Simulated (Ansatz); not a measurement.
# Arsenene bilayer (AB) in a perpendicular field, part 2 of 2

What dipole does a perpendicular field induce in the arsenene bilayer (AB), and does the gap follow? A positive field points along +c.

Ansatz 0.2.0; plane-wave DFT, PBE-D3(BJ), Ansatz PAW.

So far, gap along the path (eV): step 3 (atoms held, field 0, start network) 0.109; step 9 (field -0.2 V/Å) 0.109; step 10 (field 0.3 V/Å) 0.110; step 11 (field -0.3 V/Å) 0.110; step 12 (field 0.4 V/Å) 0.110.

**13. Single point, field -0.4 V/Å**

input.yaml

```yaml
crystal:
  lattice:
    - [3.6692226233, 0.0, 0.0]
    - [-1.8346113117, 3.177640004, 0.0]
    - [0.0, 0.0, 22.9245467578]
  atoms:
    - { symbol: As, position: [0.6666666667, 0.3333333333, 0.3925922765] }
    - { symbol: As, position: [0.3333333333, 0.6666666667, 0.4512886242] }
    - { symbol: As, position: [0.0, 0.0, 0.5487113758] }
    - { symbol: As, position: [0.6666666667, 0.3333333333, 0.6074077235] }
kpoints:
  mp_grid: { grid: [18, 18, 1] }
  band_path:
    path: [[0, 0, 0], [0.5, 0, 0], [0.33333333, 0.33333333, 0], [0, 0, 0]]
    npoints: 16
hamiltonian:
  xc: pbe
  dispersion: d3bj
scf:
  occupations: { method: fermi_dirac, width: 0.02585 }
  convergence: { dr2_threshold: 1.0e-10 }
efield:
  axis: 3
  dipole_correction: true
  ramp_position: 0.908
  ramp_width: 0.1841
  amplitude: -0.4
output:
  write_potential: true
  write_density: true
  volumetric_format: npy
```

Launch:

```sh
> ansatz run input.yaml --threads 4 --pin off --max-ram 8192MiB --backend cpu --events-out ev --progress --plain --runs-dir out
```

Elapsed: 24 s, on 4 threads of Intel Xeon at 2.50GHz (Skylake/Cascade Lake), shared host; peak memory 0.75 GiB; 91 s of CPU time.

The dipole is -0.192 e·Å, and the gap 0.110 eV.

**14. Response, atoms held**

This step: plane-wave DFT, PBE-D3(BJ), Ansatz PAW; response to a field along the normal, atoms held (Ansatz 0.2.0).

The dipoles give the slope, and the difference of two potentials shows where the field is screened.

This step gave:

- equivalent conductor thickness p/(ε₀AE): 7.445 Å
- distance between the outer atoms: 4.925 Å

The dipole of the cell by applied field:

```
applied field (V/Å)  dipole of the cell (e·Å)
             -0.400                    -0.192
             -0.300                    -0.144
             -0.200                   -0.0960
             -0.100                   -0.0480
             -0.050                   -0.0240
              0.000                         0
              0.050                    0.0240
              0.100                    0.0480
              0.200                    0.0960
              0.300                     0.144
              0.400                     0.192
```

Local field over the applied field, running mean. From the potentials at -0.05 and 0.05 V/Å; running mean over 2.8 Å. Table of local field over applied field by z:

```
z (Å)  local field over applied field
  4.5                           0.995
  5.0                           0.989
  5.5                           0.972
  6.0                           0.934
  6.5                           0.856
  7.0                           0.730
  7.5                           0.576
  8.0                           0.415
  8.5                           0.257
  9.0                           0.126
  9.5                          0.0507
 10.0                          0.0248
 10.5                          0.0210
 11.0                          0.0247
 11.5                          0.0278
 12.0                          0.0239
 12.5                          0.0209
 13.0                          0.0267
 13.5                          0.0582
 14.0                           0.143
 14.5                           0.280
 15.0                           0.439
 15.5                           0.600
 16.0                           0.752
 16.5                           0.871
 17.0                           0.941
 17.5                           0.975
 18.0                           0.990
 18.5                           0.996
```

Electrons, planar mean, per unit field. Table of induced electron density by z:

```
z (Å)  induced electron density (e/Å³ per V/Å)
 4.01                                   6.8e-6
 4.44                                   1.6e-5
 4.87                                   3.6e-5
 5.16                                   6.2e-5
 5.59                                   1.4e-4
 6.02                                   3.0e-4
 6.45                                   6.2e-4
 6.88                                  0.00123
 7.16                                  0.00186
 7.59                                  0.00298
 8.02                                  0.00323
 8.45                                  0.00152
 8.88                                   8.7e-4
 9.31                                   5.8e-4
 9.60                                   6.5e-4
10.03                                  -2.3e-4
10.46                                  -6.6e-4
10.89                                  -2.7e-4
11.32                                  -1.2e-4
11.61                                   1.2e-4
12.04                                   2.7e-4
12.47                                   6.6e-4
12.90                                   2.3e-4
13.32                                  -6.5e-4
13.61                                  -5.8e-4
14.04                                  -8.7e-4
14.47                                 -0.00152
14.90                                 -0.00323
15.33                                 -0.00298
15.76                                 -0.00186
16.05                                 -0.00123
16.48                                  -6.2e-4
16.91                                  -3.0e-4
17.34                                  -1.4e-4
17.77                                  -6.2e-5
18.05                                  -3.6e-5
18.48                                  -1.6e-5
18.91                                  -6.8e-6
```

The smaller of the gaps on the path and on the k-mesh, counted as 0 under 0.03 eV. Table of gap by applied field:

```
applied field (V/Å)  gap (eV)
             -0.400     0.110
             -0.300     0.110
             -0.200     0.109
             -0.100     0.109
             -0.050     0.109
              0.000     0.109
              0.050     0.109
              0.100     0.109
              0.200     0.109
              0.300     0.110
              0.400     0.110
```

By hand: between -0.05 and 0.05 V/Å the dipole changes by 0.04797 e·Å, a slope of 0.4797 e·Å²/V. A perfect conductor of thickness t has p = ε₀AEt, so t = 180.95 × 0.4797 / 11.659 = 7.44 Å (e/ε₀ = 180.95 V·Å, A in Å²).

The induced dipole is that of a conductor 7.45 Å thick.

**15. Results**

| Quantity | Value |
| --- | --- |
| gap without field | 0.109 eV |
| ionisation energy, upper face | 4.19 eV |
| electron affinity, upper face | 4.09 eV |
| equivalent conductor thickness, atoms held | 7.45 Å |

**Reading.** The induced dipole equals that of a perfect conductor 7.45 Å thick, while the outer atoms lie 4.92 Å apart; an out-of-plane ε follows only once a thickness t is chosen, by 1 − 1/ε = 7.45 Å / t. The gap stays within 0.01 eV of 0.11 eV over the fields run, up to 0.4 V/Å in size. Semilocal functionals give gaps that are too small, and excitons are not included. Spin-orbit coupling is left out.

[Long decimals in the printed logs are rounded to 6 places.]

[Logs are printed without paths, hosts, clocks, repeated set-up lines and the standing remarks that a program may print on its own settings, such as how far it seeks lower states.]

[Hosts, paths, dates, database ids (printed as entryN), source tags and the programs' standing remarks are cut or masked in the printed files.]

[Maps of the electrostatic potential energy from Ansatz leave out the sawtooth potential of an applied field or a dipole correction, so their vacuum need not be flat; planar profiles and work functions include it.]
